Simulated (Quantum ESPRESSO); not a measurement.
## Magnetic state of NiO from several starts

Does NiO prefer parallel or opposed moments?

Calculated with Quantum ESPRESSO 7.5; PBEsol with U = 6 eV on Ni d (ortho-atomic projectors); plane waves with GBRV 1.5 PBEsol potentials, no spin-orbit coupling.

## (1) The structure

Symmetry: Fm-3m, No. 225, cubic system. The conventional cell has a = 4.172 Å, b = 4.172 Å, c = 4.172 Å, α = 90.00°, β = 90.00°, γ = 90.00°. Ni has 6 O at 2.09 Å nearest. Nearest to O lie 6 Ni at 2.09 Å. Farther neighbours and most contacts between anions are not listed.

The cell comes from the Crystallography Open Database.

## (2) Run 1, typed as ferro +

The signs are those of the starting moments on the seeded atoms, the atoms that are given a moment.

Input file pw.in:

```
&CONTROL
  calculation = 'scf'
  prefix = 'pwscf'
  outdir = './tmp'
  pseudo_dir = './pseudo'
  disk_io = 'nowf'
/
&SYSTEM
  ibrav = 0
  celldm(1) = 8
  nat = 2
  ntyp = 2
  ecutwfc = 40
  ecutrho = 280
  nbnd = 20
  occupations = 'smearing'
  smearing = 'fd'
  degauss = 0.00734986
  nspin = 2
  starting_magnetization(1) = 0.1111
  starting_magnetization(2) = 0
/
&ELECTRONS
  conv_thr = 4d-09
  electron_maxstep = 150
  mixing_beta = 0.3
/
ATOMIC_SPECIES
Ni     58.6934 ni_pbesol_v1.4.uspp.F.UPF
O      15.9990 o_pbesol_v1.2.uspp.F.UPF
CELL_PARAMETERS alat
   0.0000000000000    0.4927228531442    0.4927228531442
   0.4927228531442    0.0000000000000    0.4927228531442
   0.4927228531442    0.4927228531442    0.0000000000000
ATOMIC_POSITIONS crystal
Ni      0.0000000000    0.0000000000    0.0000000000
O       0.5000000000    0.5000000000    0.5000000000
K_POINTS automatic
12 12 12 0 0 0
HUBBARD {ortho-atomic}
U Ni-3d 6.0000
```

Launch:

```console
OMP_NUM_THREADS=1 mpirun -n 4 pw.x -nk 4 -in pw.in > pw.out
```

The log of the run:

```text
Program PWSCF v.7.5 starts

     Message from routine setup:
     using ibrav=0 with symmetry is DISCOURAGED, use correct ibrav instead

     K-points division:     npool     =       4
     Subspace diagonalization in iterative solution of the eigenvalue problem:

     G-vector sticks info
     --------------------
     sticks:   dense  smooth     PW     G-vecs:    dense   smooth      PW
     Sum         595     349    121                 9721     4279     869

     Using Slab Decomposition

     bravais-lattice index     =            0
     lattice parameter (alat)  =       8.0000  a.u.
     unit-cell volume          =     122.4921 (a.u.)^3
     number of atoms/cell      =            2
     number of atomic types    =            2
     number of electrons       =        24.00
     number of Kohn-Sham states=           20
     kinetic-energy cutoff     =      40.0000  Ry
     charge density cutoff     =     280.0000  Ry
     scf convergence threshold =      4.0E-09
     mixing beta               =       0.3000
     number of iterations used =            8  plain     mixing
     Exchange-correlation= SLA  PW   PSX  PSC
                           (   1   4  10   8   0   0   0)
     Hubbard projectors: ortho-atomic
     Hubbard parameters of DFT+U (Dudarev formulation) in eV:
     U(Ni-3d) =  6.0000

     Internal variables: lda_plus_u =T, lda_plus_u_kind = 0

     Internal variables: orbital_resolved =F, hub_pot_fix =F, apply_U = F

     celldm(1)=   8.000000  celldm(2)=   0.000000  celldm(3)=   0.000000
     celldm(4)=   0.000000  celldm(5)=   0.000000  celldm(6)=   0.000000

     crystal axes: (cart. coord. in units of alat)
               a(1) = (   0.000000   0.492723   0.492723 )
               a(2) = (   0.492723   0.000000   0.492723 )
               a(3) = (   0.492723   0.492723   0.000000 )

     reciprocal axes: (cart. coord. in units 2 pi/alat)
               b(1) = ( -1.014769  1.014769  1.014769 )
               b(2) = (  1.014769 -1.014769  1.014769 )
               b(3) = (  1.014769  1.014769 -1.014769 )

     PseudoPot. # 1 for Ni read from file:
     ni_pbesol_v1.4.uspp.F.UPF
     Pseudo is Ultrasoft + core correction, Zval = 18.0
     Generated by new atomic code, or converted to UPF format
     Using radial grid of  865 points,  6 beta functions with:
                l(1) =   0
                l(2) =   0
                l(3) =   1
                l(4) =   1
                l(5) =   2
                l(6) =   2
     Q(r) pseudized with 10 coefficients,  rinner =    0.980   0.980   0.980
                                                       0.980   0.980

     PseudoPot. # 2 for O  read from file:
     o_pbesol_v1.2.uspp.F.UPF
     Pseudo is Ultrasoft + core correction, Zval =  6.0
     Generated by new atomic code, or converted to UPF format
     Using radial grid of  737 points,  5 beta functions with:
                l(1) =   0
                l(2) =   0
                l(3) =   1
                l(4) =   1
                l(5) =   2
     Q(r) pseudized with  8 coefficients,  rinner =    0.900   0.900   0.900
                                                       0.900   0.900

     atomic species   valence    mass     pseudopotential
     Ni               18.00    58.69340     Ni( 1.00)
     O                 6.00    15.99900     O ( 1.00)

     Starting magnetic structure
     atomic species   magnetization
     Ni              0.111
     O               0.000

     48 Sym. Ops., with inversion, found

   Cartesian axes

     site n.     atom                  positions (alat units)
         1        Ni     tau(   1) = (   0.0000000   0.0000000   0.0000000  )
         2        O      tau(   2) = (   0.4927229   0.4927229   0.4927229  )

     number of k points=    72  Fermi-Dirac smearing, width (Ry)=  0.0073
                       cart. coord. in units 2pi/alat
        k(    1) = (   0.0000000   0.0000000   0.0000000), wk =   0.0005787
        k(    2) = (   0.0845641   0.0845641  -0.0845641), wk =   0.0046296
        k(    3) = (   0.1691282   0.1691282  -0.1691282), wk =   0.0046296
        k(    4) = (   0.2536923   0.2536923  -0.2536923), wk =   0.0046296
        k(    5) = (   0.3382564   0.3382564  -0.3382564), wk =   0.0046296
        [... 67 further k-points ...]

     Dense  grid:     9721 G-vectors     FFT dimensions: (  30,  30,  30)

     Smooth grid:     4279 G-vectors     FFT dimensions: (  24,  24,  24)

     Check: negative core charge=   -0.000014
     Generating pointlists ...
     new r_m :   0.2032 (alat units)  1.6260 (a.u.) for type    1
     new r_m :   0.2032 (alat units)  1.6260 (a.u.) for type    2

     Initial potential from superposition of free atoms

     starting charge      22.0000, renormalised to      24.0000

     STARTING HUBBARD OCCUPATIONS:

     =================== HUBBARD OCCUPATIONS ===================
     ------------------------ ATOM    1 ------------------------
     Tr[ns(  1)] (up, down, total) =   5.00000  3.00000  8.00000
     Atomic magnetic moment for atom   1 =   2.00000
     [... lines left out ...]
     Number of occupied Hubbard levels =    8.0000

     Atomic wfc used for Hubbard projectors are orthogonalized

     Starting wfcs are   17 randomized atomic wfcs +    3 random wfcs

     Self-consistent Calculation

     iteration #  1     ecut=    40.00 Ry     beta= 0.30
     Davidson diagonalization with overlap
     ethr =  1.00E-02,  avg # of iterations =  6.0

     =================== HUBBARD OCCUPATIONS ===================
     ------------------------ ATOM    1 ------------------------
     Tr[ns(  1)] (up, down, total) =   3.26440  0.79006  4.05446
     Atomic magnetic moment for atom   1 =   2.47433
     [... lines left out ...]
     Number of occupied Hubbard levels =    4.0545

     total energy              =    -367.35830995 Ry
     estimated scf accuracy    <      27.54162340 Ry

     total magnetization       =     2.69 Bohr mag/cell
     absolute magnetization    =     2.73 Bohr mag/cell

     iteration #  2     ecut=    40.00 Ry     beta= 0.30
     Davidson diagonalization with overlap
     ethr =  1.00E-02,  avg # of iterations =  3.1

     total energy              =    -373.55195511 Ry
     estimated scf accuracy    <      10.89367488 Ry

     total magnetization       =     0.22 Bohr mag/cell
     absolute magnetization    =     0.22 Bohr mag/cell

     iteration #  3     ecut=    40.00 Ry     beta= 0.30
     Davidson diagonalization with overlap
     ethr =  1.00E-02,  avg # of iterations =  2.0

     total energy              =    -374.94095723 Ry
     estimated scf accuracy    <       0.39856970 Ry

     total magnetization       =     2.00 Bohr mag/cell
     absolute magnetization    =     2.02 Bohr mag/cell

     [... further iterations left out ...]

     iteration # 10     ecut=    40.00 Ry     beta= 0.30
     Davidson diagonalization with overlap
     ethr =  1.34E-08,  avg # of iterations =  1.5

     total energy              =    -375.14977284 Ry
     estimated scf accuracy    <       0.00000002 Ry

     total magnetization       =     2.00 Bohr mag/cell
     absolute magnetization    =     2.01 Bohr mag/cell

     iteration # 11     ecut=    40.00 Ry     beta= 0.30
     Davidson diagonalization with overlap
     ethr =  7.17E-11,  avg # of iterations =  2.0

     total energy              =    -375.14977488 Ry
     estimated scf accuracy    <          8.0E-09 Ry

     total magnetization       =     2.00 Bohr mag/cell
     absolute magnetization    =     2.01 Bohr mag/cell

     iteration # 12     ecut=    40.00 Ry     beta= 0.30
     Davidson diagonalization with overlap
     ethr =  3.33E-11,  avg # of iterations =  2.0

     total energy              =    -375.14977589 Ry
     estimated scf accuracy    <          4.5E-09 Ry

     total magnetization       =     2.00 Bohr mag/cell
     absolute magnetization    =     2.01 Bohr mag/cell

     iteration # 13     ecut=    40.00 Ry     beta= 0.30
     Davidson diagonalization with overlap
     ethr =  1.89E-11,  avg # of iterations =  2.0

     Magnetic moment per site  (integrated on atomic sphere of radius R)
     atom   1 (R=0.203)  charge= 15.6055  magn=  1.7218
     atom   2 (R=0.203)  charge=  5.7112  magn=  0.2179

     End of self-consistent calculation

     =================== HUBBARD OCCUPATIONS ===================
     ------------------------ ATOM    1 ------------------------
     Tr[ns(  1)] (up, down, total) =   4.97385  3.23056  8.20441
     Atomic magnetic moment for atom   1 =   1.74329
     [... lines left out ...]
     Number of occupied Hubbard levels =    8.2044

     Number of k-points >= 100: set verbosity='high' to print the bands.

     the Fermi energy is    14.5486 ev

!    total energy              =    -375.14977685 Ry
     estimated scf accuracy    <          2.0E-10 Ry
     smearing contrib. (-TS)   =      -0.00000024 Ry
     internal energy E=F+TS    =    -375.14977661 Ry

     The total energy is F=E-TS. E is the sum of the following terms:
     one-electron contribution =    -215.87097091 Ry
     hartree contribution      =     122.33729075 Ry
     xc contribution           =     -42.45613260 Ry
     ewald contribution        =    -239.22330751 Ry
     Hubbard energy            =       0.06334365 Ry

     total magnetization       =     2.00 Bohr mag/cell
     absolute magnetization    =     2.01 Bohr mag/cell

     convergence has been achieved in  13 iterations

=------------------------------------------------------------------------------=
   JOB DONE.
=------------------------------------------------------------------------------=
```

Run time: 7.9 s. Hardware: 4 MPI ranks of Arm Neoverse V2, shared host; peak memory 0.27 GiB; 31 s of CPU time.

Spin moment in the atom's sphere by atom:

| atom | spin moment in the atom's sphere (μB) |
| --- | --- |
| Ni1 | 1.72 |
| O2 | 0.22 |

Read from the output:

- smearing term TS: 3.21e-6 eV
- magnetization: 2 μB
- absolute magnetization: 2.014 μB
- final state: ferromagnetic

## (3) Run 2, typed as antiferro q=(0,1/2,1/2) +−

The cell is doubled to 4 atoms to hold this order. The wavevector q is in fractions of the reciprocal vectors of the crystal's primitive cell, as the cells of these inputs are built from it; moments change sign between cells as cos(2π q·R).

Input file pw.in:

```
&CONTROL
  calculation = 'scf'
  prefix = 'pwscf'
  outdir = './tmp'
  pseudo_dir = './pseudo'
  disk_io = 'nowf'
/
&SYSTEM
  ibrav = 0
  celldm(1) = 8
  nat = 4
  ntyp = 3
  ecutwfc = 40
  ecutrho = 280
  nbnd = 33
  occupations = 'smearing'
  smearing = 'fd'
  degauss = 0.00734986
  nspin = 2
  starting_magnetization(1) = 0.1111
  starting_magnetization(2) = -0.1111
  starting_magnetization(3) = 0
/
&ELECTRONS
  conv_thr = 8d-09
  electron_maxstep = 150
  mixing_beta = 0.3
/
ATOMIC_SPECIES
Ni1    58.6934 ni_pbesol_v1.4.uspp.F.UPF
Ni2    58.6934 ni_pbesol_v1.4.uspp.F.UPF
O      15.9990 o_pbesol_v1.2.uspp.F.UPF
CELL_PARAMETERS alat
   0.0000000000000    0.4927228531442    0.4927228531442
   0.9854457062883    0.0000000000000    0.9854457062883
   0.9854457062883    0.4927228531442    0.4927228531442
ATOMIC_POSITIONS crystal
Ni1     0.0000000000    0.0000000000    0.0000000000
Ni2     0.0000000000    0.5000000000    0.0000000000
O       0.5000000000    0.0000000000    0.5000000000
O       0.5000000000    0.5000000000    0.5000000000
K_POINTS automatic
12 6 12 0 0 0
HUBBARD {ortho-atomic}
U Ni1-3d 6.0000
U Ni2-3d 6.0000
```

The log of the run:

```text
[banner, memory and clock lines left out]
Program PWSCF v.7.5 starts

     Message from routine setup:
     using ibrav=0 with symmetry is DISCOURAGED, use correct ibrav instead

     bravais-lattice index     =            0
     lattice parameter (alat)  =       8.0000  a.u.
     unit-cell volume          =     244.9842 (a.u.)^3
     number of atoms/cell      =            4
     number of atomic types    =            3
     number of electrons       =        48.00
     number of Kohn-Sham states=           33
     kinetic-energy cutoff     =      40.0000  Ry
     charge density cutoff     =     280.0000  Ry
     scf convergence threshold =      8.0E-09
     mixing beta               =       0.3000
     number of iterations used =            8  plain     mixing
     Exchange-correlation= SLA  PW   PSX  PSC
                           (   1   4  10   8   0   0   0)
     Hubbard projectors: ortho-atomic
     Hubbard parameters of DFT+U (Dudarev formulation) in eV:
     U(Ni1-3d) =  6.0000
     U(Ni2-3d) =  6.0000

     Internal variables: lda_plus_u =T, lda_plus_u_kind = 0

     Internal variables: orbital_resolved =F, hub_pot_fix =F, apply_U = F

     celldm(1)=   8.000000  celldm(2)=   0.000000  celldm(3)=   0.000000
     celldm(4)=   0.000000  celldm(5)=   0.000000  celldm(6)=   0.000000

     crystal axes: (cart. coord. in units of alat)
               a(1) = (   0.000000   0.492723   0.492723 )
               a(2) = (   0.985446   0.000000   0.985446 )
               a(3) = (   0.985446   0.492723   0.492723 )

     reciprocal axes: (cart. coord. in units 2 pi/alat)
               b(1) = ( -1.014769  1.014769  1.014769 )
               b(2) = ( -0.000000 -1.014769  1.014769 )
               b(3) = (  1.014769  1.014769 -1.014769 )

     PseudoPot. # 1 for Ni read from file:
     ni_pbesol_v1.4.uspp.F.UPF
     Pseudo is Ultrasoft + core correction, Zval = 18.0

     PseudoPot. # 2 for Ni read from file:
     ni_pbesol_v1.4.uspp.F.UPF
     Pseudo is Ultrasoft + core correction, Zval = 18.0

     PseudoPot. # 3 for O  read from file:
     o_pbesol_v1.2.uspp.F.UPF
     Pseudo is Ultrasoft + core correction, Zval =  6.0

     atomic species   valence    mass     pseudopotential
     Ni1              18.00    58.69340     Ni( 1.00)
     Ni2              18.00    58.69340     Ni( 1.00)
     O                 6.00    15.99900     O ( 1.00)

     Starting magnetic structure
     atomic species   magnetization
     Ni1             0.111
     Ni2            -0.111
     O               0.000

     16 Sym. Ops., with inversion, found

   Cartesian axes

     site n.     atom                  positions (alat units)
         1        Ni1    tau(   1) = (   0.0000000   0.0000000   0.0000000  )
         2        Ni2    tau(   2) = (   0.4927229   0.0000000   0.4927229  )
         3        O      tau(   3) = (   0.4927229   0.4927229   0.4927229  )
         4        O      tau(   4) = (   0.9854457   0.4927229   0.9854457  )

     number of k points=   100  Fermi-Dirac smearing, width (Ry)=  0.0073

     Number of k-points >= 100: set verbosity='high' to print them.

     Dense  grid:    19361 G-vectors     FFT dimensions: (  30,  60,  54)

     Smooth grid:     8463 G-vectors     FFT dimensions: (  24,  45,  40)

     Check: negative core charge=   -0.000015
     Generating pointlists ...
     new r_m :   0.2032 (alat units)  1.6260 (a.u.) for type    1
     new r_m :   0.2032 (alat units)  1.6260 (a.u.) for type    2
     new r_m :   0.2032 (alat units)  1.6260 (a.u.) for type    3

     Initial potential from superposition of free atoms

     starting charge      44.0000, renormalised to      48.0000

     STARTING HUBBARD OCCUPATIONS:

     =================== HUBBARD OCCUPATIONS ===================
     ------------------------ ATOM    1 ------------------------
     Tr[ns(  1)] (up, down, total) =   5.00000  3.00000  8.00000
     Atomic magnetic moment for atom   1 =   2.00000
     [... lines left out ...]
     ------------------------ ATOM    2 ------------------------
     Tr[ns(  2)] (up, down, total) =   3.00000  5.00000  8.00000
     Atomic magnetic moment for atom   2 =  -2.00000
     [... lines left out ...]
     Number of occupied Hubbard levels =   16.0000

     Atomic wfc used for Hubbard projectors are orthogonalized

     Starting wfcs are   34 randomized atomic wfcs

     Self-consistent Calculation

     iteration #  1     ecut=    40.00 Ry     beta= 0.30
     Davidson diagonalization with overlap
     ethr =  1.00E-02,  avg # of iterations =  3.7

     =================== HUBBARD OCCUPATIONS ===================
     ------------------------ ATOM    1 ------------------------
     Tr[ns(  1)] (up, down, total) =   3.21297  0.84618  4.05915
     Atomic magnetic moment for atom   1 =   2.36679
     [... lines left out ...]
     ------------------------ ATOM    2 ------------------------
     Tr[ns(  2)] (up, down, total) =   0.84630  3.21243  4.05873
     Atomic magnetic moment for atom   2 =  -2.36613
     [... lines left out ...]
     Number of occupied Hubbard levels =    8.1179

     total energy              =    -734.63024299 Ry
     estimated scf accuracy    <      55.15200679 Ry

     total magnetization       =     0.00 Bohr mag/cell
     absolute magnetization    =     5.11 Bohr mag/cell

     iteration #  2     ecut=    40.00 Ry     beta= 0.30
     Davidson diagonalization with overlap
     ethr =  1.00E-02,  avg # of iterations =  3.0

     total energy              =    -747.10736251 Ry
     estimated scf accuracy    <      21.98523400 Ry

     total magnetization       =     0.00 Bohr mag/cell
     absolute magnetization    =     0.31 Bohr mag/cell

     [... further iterations left out ...]

     iteration # 12     ecut=    40.00 Ry     beta= 0.30
     Davidson diagonalization with overlap
     ethr =  3.06E-10,  avg # of iterations =  1.7

     total energy              =    -750.29761701 Ry
     estimated scf accuracy    <       0.00000002 Ry

     total magnetization       =     0.00 Bohr mag/cell
     absolute magnetization    =     3.82 Bohr mag/cell

     iteration # 13     ecut=    40.00 Ry     beta= 0.30
     Davidson diagonalization with overlap
     ethr =  4.05E-11,  avg # of iterations =  2.0

     Magnetic moment per site  (integrated on atomic sphere of radius R)
     atom   1 (R=0.203)  charge= 15.6019  magn=  1.7313
     atom   2 (R=0.203)  charge= 15.6019  magn= -1.7313
     atom   3 (R=0.203)  charge=  5.7132  magn= -0.0742
     atom   4 (R=0.203)  charge=  5.7132  magn=  0.0742

     End of self-consistent calculation

     =================== HUBBARD OCCUPATIONS ===================
     ------------------------ ATOM    1 ------------------------
     Tr[ns(  1)] (up, down, total) =   4.97355  3.22379  8.19734
     Atomic magnetic moment for atom   1 =   1.74976
     [... lines left out ...]
     ------------------------ ATOM    2 ------------------------
     Tr[ns(  2)] (up, down, total) =   3.22379  4.97355  8.19734
     Atomic magnetic moment for atom   2 =  -1.74976
     [... lines left out ...]
     Number of occupied Hubbard levels =   16.3947

     Number of k-points >= 100: set verbosity='high' to print the bands.

     the Fermi energy is    14.6745 ev

!    total energy              =    -750.29761916 Ry
     estimated scf accuracy    <          5.4E-09 Ry
     smearing contrib. (-TS)   =      -0.00000040 Ry
     internal energy E=F+TS    =    -750.29761876 Ry

     The total energy is F=E-TS. E is the sum of the following terms:
     one-electron contribution =    -431.67751927 Ry
     hartree contribution      =     244.61019387 Ry
     xc contribution           =     -84.90766717 Ry
     ewald contribution        =    -478.44661501 Ry
     Hubbard energy            =       0.12398883 Ry

     total magnetization       =    -0.00 Bohr mag/cell
     absolute magnetization    =     3.82 Bohr mag/cell

     convergence has been achieved in  13 iterations
```

The job ended after 51 s (4 MPI ranks; peak memory 0.49 GiB; 3.4 min of CPU time).

Spin moment in the atom's sphere by atom:

| atom | spin moment in the atom's sphere (μB) |
| --- | --- |
| Ni1 | 1.73 |
| Ni2 | -1.73 |
| O3 | -0.07 |
| O4 | 0.07 |

This step gave:

* smearing term TS: 5.45e-6 eV
* magnetization: 0 μB
* absolute magnetization: 3.815 μB
* final state: antiferromagnetic

[end of part 1 of 2]

[Logs and program files are shortened in this print: banners, set-up blocks, solver, clock and traceback lines can be left out without a mark of their own.]

[Logs are printed without paths, hosts, clocks, repeated set-up lines and the standing remarks that a program may print on its own settings, such as how far it seeks lower states.]

[Hosts, paths, dates, database ids (printed as entryN), source tags and the programs' standing remarks are cut or masked in the printed files.]

[Where a cell is said to come from a database of computed structures, the database is the Materials Project.]
